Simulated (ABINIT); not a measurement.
# NaHF2 (R-3m): G0W0 with ABINIT, start to end

How does a plane-wave GW calculation on NaHF2 (R-3m) run from the first input to the gap?

Calculated with ABINIT 10.8.3; PBEsol and many-body steps on it, plane waves.

### 1. The starting structure

The structure is trigonal, space group R-3m (No. 166). The conventional cell has a = 3.474 Å, b = 3.474 Å, c = 13.750 Å, α = 90.00°, β = 90.00°, γ = 120.00°. Na has 6 F at 2.32 Å nearest. Nearest to H lie 2 F at 1.13 Å. F has 1 H at 1.13 Å and 3 Na at 2.32 Å nearest. Farther neighbours and most contacts between anions are not listed.

Coordinates:

```cif
data_structure
_symmetry_space_group_name_H-M 'R-3m:H'
_symmetry_Int_Tables_number 166
_cell_length_a 3.4740
_cell_length_b 3.4740
_cell_length_c 13.7500
_cell_angle_alpha 90.000
_cell_angle_beta 90.000
_cell_angle_gamma 120.000
_cell_volume 143.71
loop_
_atom_site_label
_atom_site_type_symbol
_atom_site_symmetry_multiplicity
_atom_site_Wyckoff_symbol
_atom_site_fract_x
_atom_site_fract_y
_atom_site_fract_z
_atom_site_occupancy
Na1 Na 3 a 0.00000 0.00000 0.00000 1
H1 H 3 b 0.66667 0.33333 0.83333 1
F1 F 6 c 0.66667 0.33333 0.75093 1
```

The cell and positions come from the Crystallography Open Database and are kept as given unless a step says otherwise.

### 2. Ground state

This step: ABINIT 10.8.3; DFT, PBEsol, plane waves, norm-conserving pseudopotentials.

The ground-state density comes first.

Contents of run.abi:

```
acell 3*1.0 Angstrom
rprim 
  1.737000000015 1.002857417591 4.583333333300
  -1.737000000015 1.002857417591 4.583333333300
  -0.000000000000 -2.005714835182 4.583333333300
ntypat 3
znucl 11 1 9
natom 4
typat 1 2 3 3
xred 
  0.000000000000 0.000000000000 0.000000000000
  0.500000000000 0.500000000000 0.500000000000
  0.417600000000 0.417600000000 0.417600000000
  0.582400000000 0.582400000000 0.582400000000
pp_dirpath "pseudos"
pseudos "Na.upf, H.upf, F.upf"
ecut 38
ngkpt 8 8 8
nshiftk 1
shiftk 0 0 0
kptopt 1
chksymbreak 0
nband 18
occopt 1
tolvrs 1e-10
nstep 60
prtwf 0
optforces 0
optstress 0
indata_prefix "in"
outdata_prefix "out"
tmpdata_prefix "tmp"
```

The run is started by

```bash
$ OMP_NUM_THREADS=1 mpirun -n 4 abinit run.abi > log
```

Numbers of over 12 decimals in the logs are rounded to 6 here.

What it wrote:

```text
.Version 10.8.3 of ABINIT. v10.8.2 released Aug 2026.

 Symmetries : space group R-3 m (#166); Bravais hR (rhombohedral)
================================================================================
 Values of the parameters that define the memory need of the present run
     intxc =       0    ionmov =       0      iscf =       7    lmnmax =       5
     lnmax =       5     mgfft =      54  mpssoang =       3    mqgrid =    3001
     natom =       4  nloc_mem =       1    nspden =       1   nspinor =       1
    nsppol =       1      nsym =      12    n1xccc =    2501    ntypat =       3
    occopt =       1   xclevel =       2
-    mband =          18        mffmem =           1         mkmem =          17
       mpw =        3638          nfft =      157464          nkpt =          65
================================================================================
  Rough estimation (10% accuracy) of disk space for files :
================================================================================

--------------------------------------------------------------------------------
------------- Echo of variables that govern the present computation ------------
--------------------------------------------------------------------------------
 -outvars: echo values of preprocessed input variables --------
            acell      1.8897261259E+00  1.8897261259E+00  1.8897261259E+00 Bohr

      chksymbreak           0
             ecut      3.80000000E+01 Hartree
-          fftalg         312

              ixc     -116133
              kpt      0.00000000E+00  0.00000000E+00  0.00000000E+00
                       1.25000000E-01  0.00000000E+00  0.00000000E+00
                       2.50000000E-01  0.00000000E+00  0.00000000E+00
                       3.75000000E-01  0.00000000E+00  0.00000000E+00
                       5.00000000E-01  0.00000000E+00  0.00000000E+00
                       1.25000000E-01  1.25000000E-01  0.00000000E+00
                       2.50000000E-01  1.25000000E-01  0.00000000E+00
                       3.75000000E-01  1.25000000E-01  0.00000000E+00
                       5.00000000E-01  1.25000000E-01  0.00000000E+00
   [... 39 further rows ...]
                       5.00000000E-01  2.50000000E-01  2.50000000E-01
                      -3.75000000E-01  2.50000000E-01  2.50000000E-01
                       outvar_i_n : Printing only first  50 k-points.
         kptrlatt        8    0    0      0    8    0      0    0    8
          kptrlen      5.25192685E+01
P           mkmem          17
            natom           4
            nband          18
            ngfft          54      54      54
             nkpt          65
            nstep          60
             nsym          12
           ntypat           3
              occ      2.000000  2.000000  2.000000  2.000000  2.000000  2.000000
                       2.000000  2.000000  2.000000  2.000000  2.000000  2.000000
                       0.000000  0.000000  0.000000  0.000000  0.000000  0.000000
        optforces           0
        optstress           0
            prtwf           0
            rprim      1.7370000000E+00  1.0028574176E+00  4.5833333333E+00
[...]
spgroup         166

           tolvrs      1.00000000E-10

             xred      0.0000000000E+00  0.0000000000E+00  0.0000000000E+00
[...]
znucl       11.00000    1.00000    9.00000

================================================================================

 chkinp: Checking input parameters for consistency.

================================================================================
== DATASET  1 ==================================================================
-   mpi_nproc: 4, omp_nthreads: 1 (-1 if OMP is not activated)

--- !DatasetInfo
iteration_state: {dtset: 1, }
dimensions: {natom: 4, nkpt: 65, mband: 18, nsppol: 1, nspinor: 1, nspden: 1, mpw: 3638, }
cutoff_energies: {ecut:  38.0, pawecutdg:  -1.0, }
electrons: {nelect:   2.40000000E+01, charge:   0.00000000E+00, occopt:   1.00000000E+00, tsmear:   1.00000000E-02, }

 Real(R)+Recip(G) space primitive vectors, cartesian coordinates (Bohr,Bohr^-1):
 R(1)=  3.2824543  1.8951259  8.6612447  G(1)=  0.1523250  0.0879449  0.0384856
 R(2)= -3.2824543  1.8951259  8.6612447  G(2)= -0.1523250  0.0879449  0.0384856
 R(3)=  0.0000000 -3.7902517  8.6612447  G(3)=  0.0000000 -0.1758898  0.0384856
 Unit cell volume ucvol=  3.2327216E+02 bohr^3
 Angles (23,13,12)=  4.06314301E+01  4.06314301E+01  4.06314301E+01 degrees

 getcut: wavevector=  0.0000  0.0000  0.0000  ngfft=  54  54  54
         ecut(hartree)=     38.000   => boxcut(ratio)=   2.05942

--- Pseudopotential description ------------------------------------------------
- Na Generated using ONCVPSP code by D. R. Hamann
- 11.00000   9.00000  180301                  znucl, zion, pspdat
12 -116133 1 -1 2016                          pspcod,pspxc,lmax,lloc,mmax
     nproj     2     2     0
  pspatm : epsatm=    9.32918808
         --- l  ekb(1:nproj) -->
[...]
pspatm: atomic psp has been read  and splines computed

- H Generated using ONCVPSP code by D. R. Hamann
-  1.00000   1.00000  180301                  znucl, zion, pspdat
12 -116133 1 -1 1180                          pspcod,pspxc,lmax,lloc,mmax
     nproj     2     1     0
  pspatm : epsatm=    0.35585368
         --- l  ekb(1:nproj) -->
[...]
1   -0.494138
 pspatm: atomic psp has been read  and splines computed

- F Generated using ONCVPSP code by D. R. Hamann
-  9.00000   7.00000  180301                  znucl, zion, pspdat
12 -116133 2 -1 832                           pspcod,pspxc,lmax,lloc,mmax
     nproj     2     2     1
  pspatm : epsatm=    4.89824381
         --- l  ekb(1:nproj) -->
[...]
2   -2.394754
 pspatm: atomic psp has been read  and splines computed

   4.67556705E+02                                ecore*ucvol(ha*bohr**3)
--------------------------------------------------------------------------------

_setup2: Arith. and geom. avg. npw (full set) are    3616.209    3616.195

================================================================================

--- !BeginCycle
iteration_state: {dtset: 1, }
solver: {iscf: 7, nstep: 60, nline: 4, wfoptalg: 0, }
tolerances: {tolvrs: 1.00E-10, }

     iter   Etot(hartree)      deltaE(h)  residm     vres2
 ETOT  1  -95.371360499391    -9.537E+01 1.117E-01 5.112E+02
 ETOT  2  -95.419329754392    -4.797E-02 9.247E-03 3.787E+02
 ETOT  3  -95.487620696580    -6.829E-02 5.857E-03 9.919E+00
 ETOT  4  -95.488838087424    -1.217E-03 6.920E-04 1.287E-01
 ETOT  5  -95.488847732382    -9.645E-06 2.588E-04 2.517E-02
 ETOT  6  -95.488850120977    -2.389E-06 4.231E-05 1.732E-03
 ETOT  7  -95.488850175165    -5.419E-08 2.962E-05 9.136E-05
 ETOT  8  -95.488850178816    -3.651E-09 1.743E-05 8.957E-06
 ETOT  9  -95.488850178962    -1.463E-10 2.906E-05 1.747E-06
 ETOT 10  -95.488850178990    -2.801E-11 1.658E-05 7.812E-08
 ETOT 11  -95.488850178994    -3.880E-12 2.773E-05 4.007E-09
 ETOT 12  -95.488850178994     5.400E-13 1.529E-05 1.338E-11

 At SCF step   12       vres2   =  1.34E-11 < tolvrs=  1.00E-10 =>converged.

--- !ResultsGS
iteration_state: {dtset: 1, }
comment   : Summary of ground state results
lattice_vectors:
- [  3.2824543,   1.8951259,   8.6612447, ]
- [ -3.2824543,   1.8951259,   8.6612447, ]
- [ -0.0000000,  -3.7902517,   8.6612447, ]
lattice_lengths: [   9.45427,    9.45427,    9.45427, ]
lattice_angles: [ 40.631,  40.631,  40.631, ] # degrees, (23, 13, 12)
lattice_volume:   3.2327216E+02
convergence: {deltae:  5.400E-13, res2:  1.338E-11, residm:  1.529E-05, diffor:  0.000E+00, }
etotal    :  -9.54888502E+01
entropy   :   0.00000000E+00
fermie    :  -1.26494763E-01
cartesian_stress_tensor: null
pressure_GPa: null
xred      :
- [  0.0000E+00,   0.0000E+00,   0.0000E+00, Na]
- [  5.0000E-01,   5.0000E-01,   5.0000E-01,  H]
- [  4.1760E-01,   4.1760E-01,   4.1760E-01,  F]
- [  5.8240E-01,   5.8240E-01,   5.8240E-01,  F]
cartesian_forces: null
force_length_stats: {min: null, max: null, mean: null, }

 Integrated electronic density in atomic spheres:
 ------------------------------------------------
 Atom  Sphere_radius  Integrated_density
[...]
4        2.00000          7.12708732
================================================================================

 ----iterations are completed or convergence reached----

 Mean square residual over all n,k,spin=   13.362E-09; max=  15.287E-06
 reduced coordinates (array xred) for    4 atoms
       0.000000000000      0.000000000000      0.000000000000
       0.500000000000      0.500000000000      0.500000000000
       0.417600000000      0.417600000000      0.417600000000
       0.582400000000      0.582400000000      0.582400000000
 rms dE/dt=  0.0000E+00; max dE/dt=  0.0000E+00; dE/dt below (all hartree)
    1       0.000000000000      0.000000000000      0.000000000000
    2       0.000000000000      0.000000000000      0.000000000000
    3       0.000000000000      0.000000000000      0.000000000000
    4       0.000000000000      0.000000000000      0.000000000000

 cartesian coordinates (angstrom) at end:
    1      0.000000     0.000000     0.000000
    2     -0.000000     0.000000     6.875000
    3     -0.000000     0.000000     5.742000
    4      0.000000     0.000000     8.008000
 length scales=  1.889726125908  1.889726125908  1.889726125908 bohr
              =  1.000000000000  1.000000000000  1.000000000000 angstroms
 prteigrs : about to open file out_EIG
 Fermi (or HOMO) energy (hartree) =  -0.12649   Average Vxc (hartree)=  -0.30043
 Eigenvalues (hartree) for nkpt=  65  k points:
 kpt#   1, nband= 18, wtk=  0.00195, kpt=  0.0000  0.0000  0.0000 (reduced coord)
  -1.82753   -0.87479   -0.83452   -0.80128   -0.80128   -0.79265   -0.30980   -0.14551
  -0.14551   -0.13481   -0.13481   -0.13385    0.12823    0.35973    0.40202    0.52441
   0.57446    0.57446
 prteigrs : prtvol=0 or 1, do not print more k-points.

--- !EnergyTerms
iteration_state     : {dtset: 1, }
comment             : Components of total free energy in Hartree
kinetic             :  6.07410041776043E+01
hartree             :  3.63236830132896E+01
xc                  : -1.80141663739679E+01
Ewald energy        : -5.02885514626832E+01
psp_core            :  1.44632530267496E+00
local_psp           : -1.05493266645333E+02
non_local_psp       : -2.02038781905784E+01
total_energy        : -9.54888501789936E+01
total_energy_eV     : -2.59838398440521E+03
band_energy         : -1.39598903911370E+01

== END DATASET(S) ==============================================================
================================================================================

 -outvars: echo values of variables after computation  --------
           etotal     -9.5488850179E+01
            nband          18
             nkpt          65
          spgroup         166
 [... the other variables as echoed above ...]

 Calculation completed.
```

Wall time 73 s (4 MPI ranks of Arm Neoverse V1, shared host); peak memory 0.44 GiB.

This step gave:

```yaml
total_energy: -2598.3840 eV
gap: 6.931 eV
k_of_the_valence_top: 0.5, 0.5, 0.5
k_of_the_conduction_bottom: 0, 0, 0
least_direct_gap: 7.132 eV
```

The gap is indirect, with the least direct gap 0.20 eV higher.

(Continued in part 2 of 3.)

[Paths, hosts, dates, memory and timing lines, banners, echoed tables and standing remarks are left out of the program output.]

[Logs are printed without paths, hosts, clocks, repeated set-up lines and the standing remarks that a program may print on its own settings, such as how far it seeks lower states.]

[Runs of the session that timed out or met a known fault of the program may be left out.]

[Hosts, paths, dates, database ids (printed as entryN), source tags and the programs' standing remarks are cut or masked in the printed files.]

[G0W0 gaps are taken among the corrected bands and points alone; a level outside them can change the order at an edge.]

[Where Ansatz stands beside ABINIT at settings called matched, ABINIT's density can come from a denser mesh and the files from another edition; pairs whose starting gaps differed by over 0.03 eV were left out, so agreement reads better than it is.]
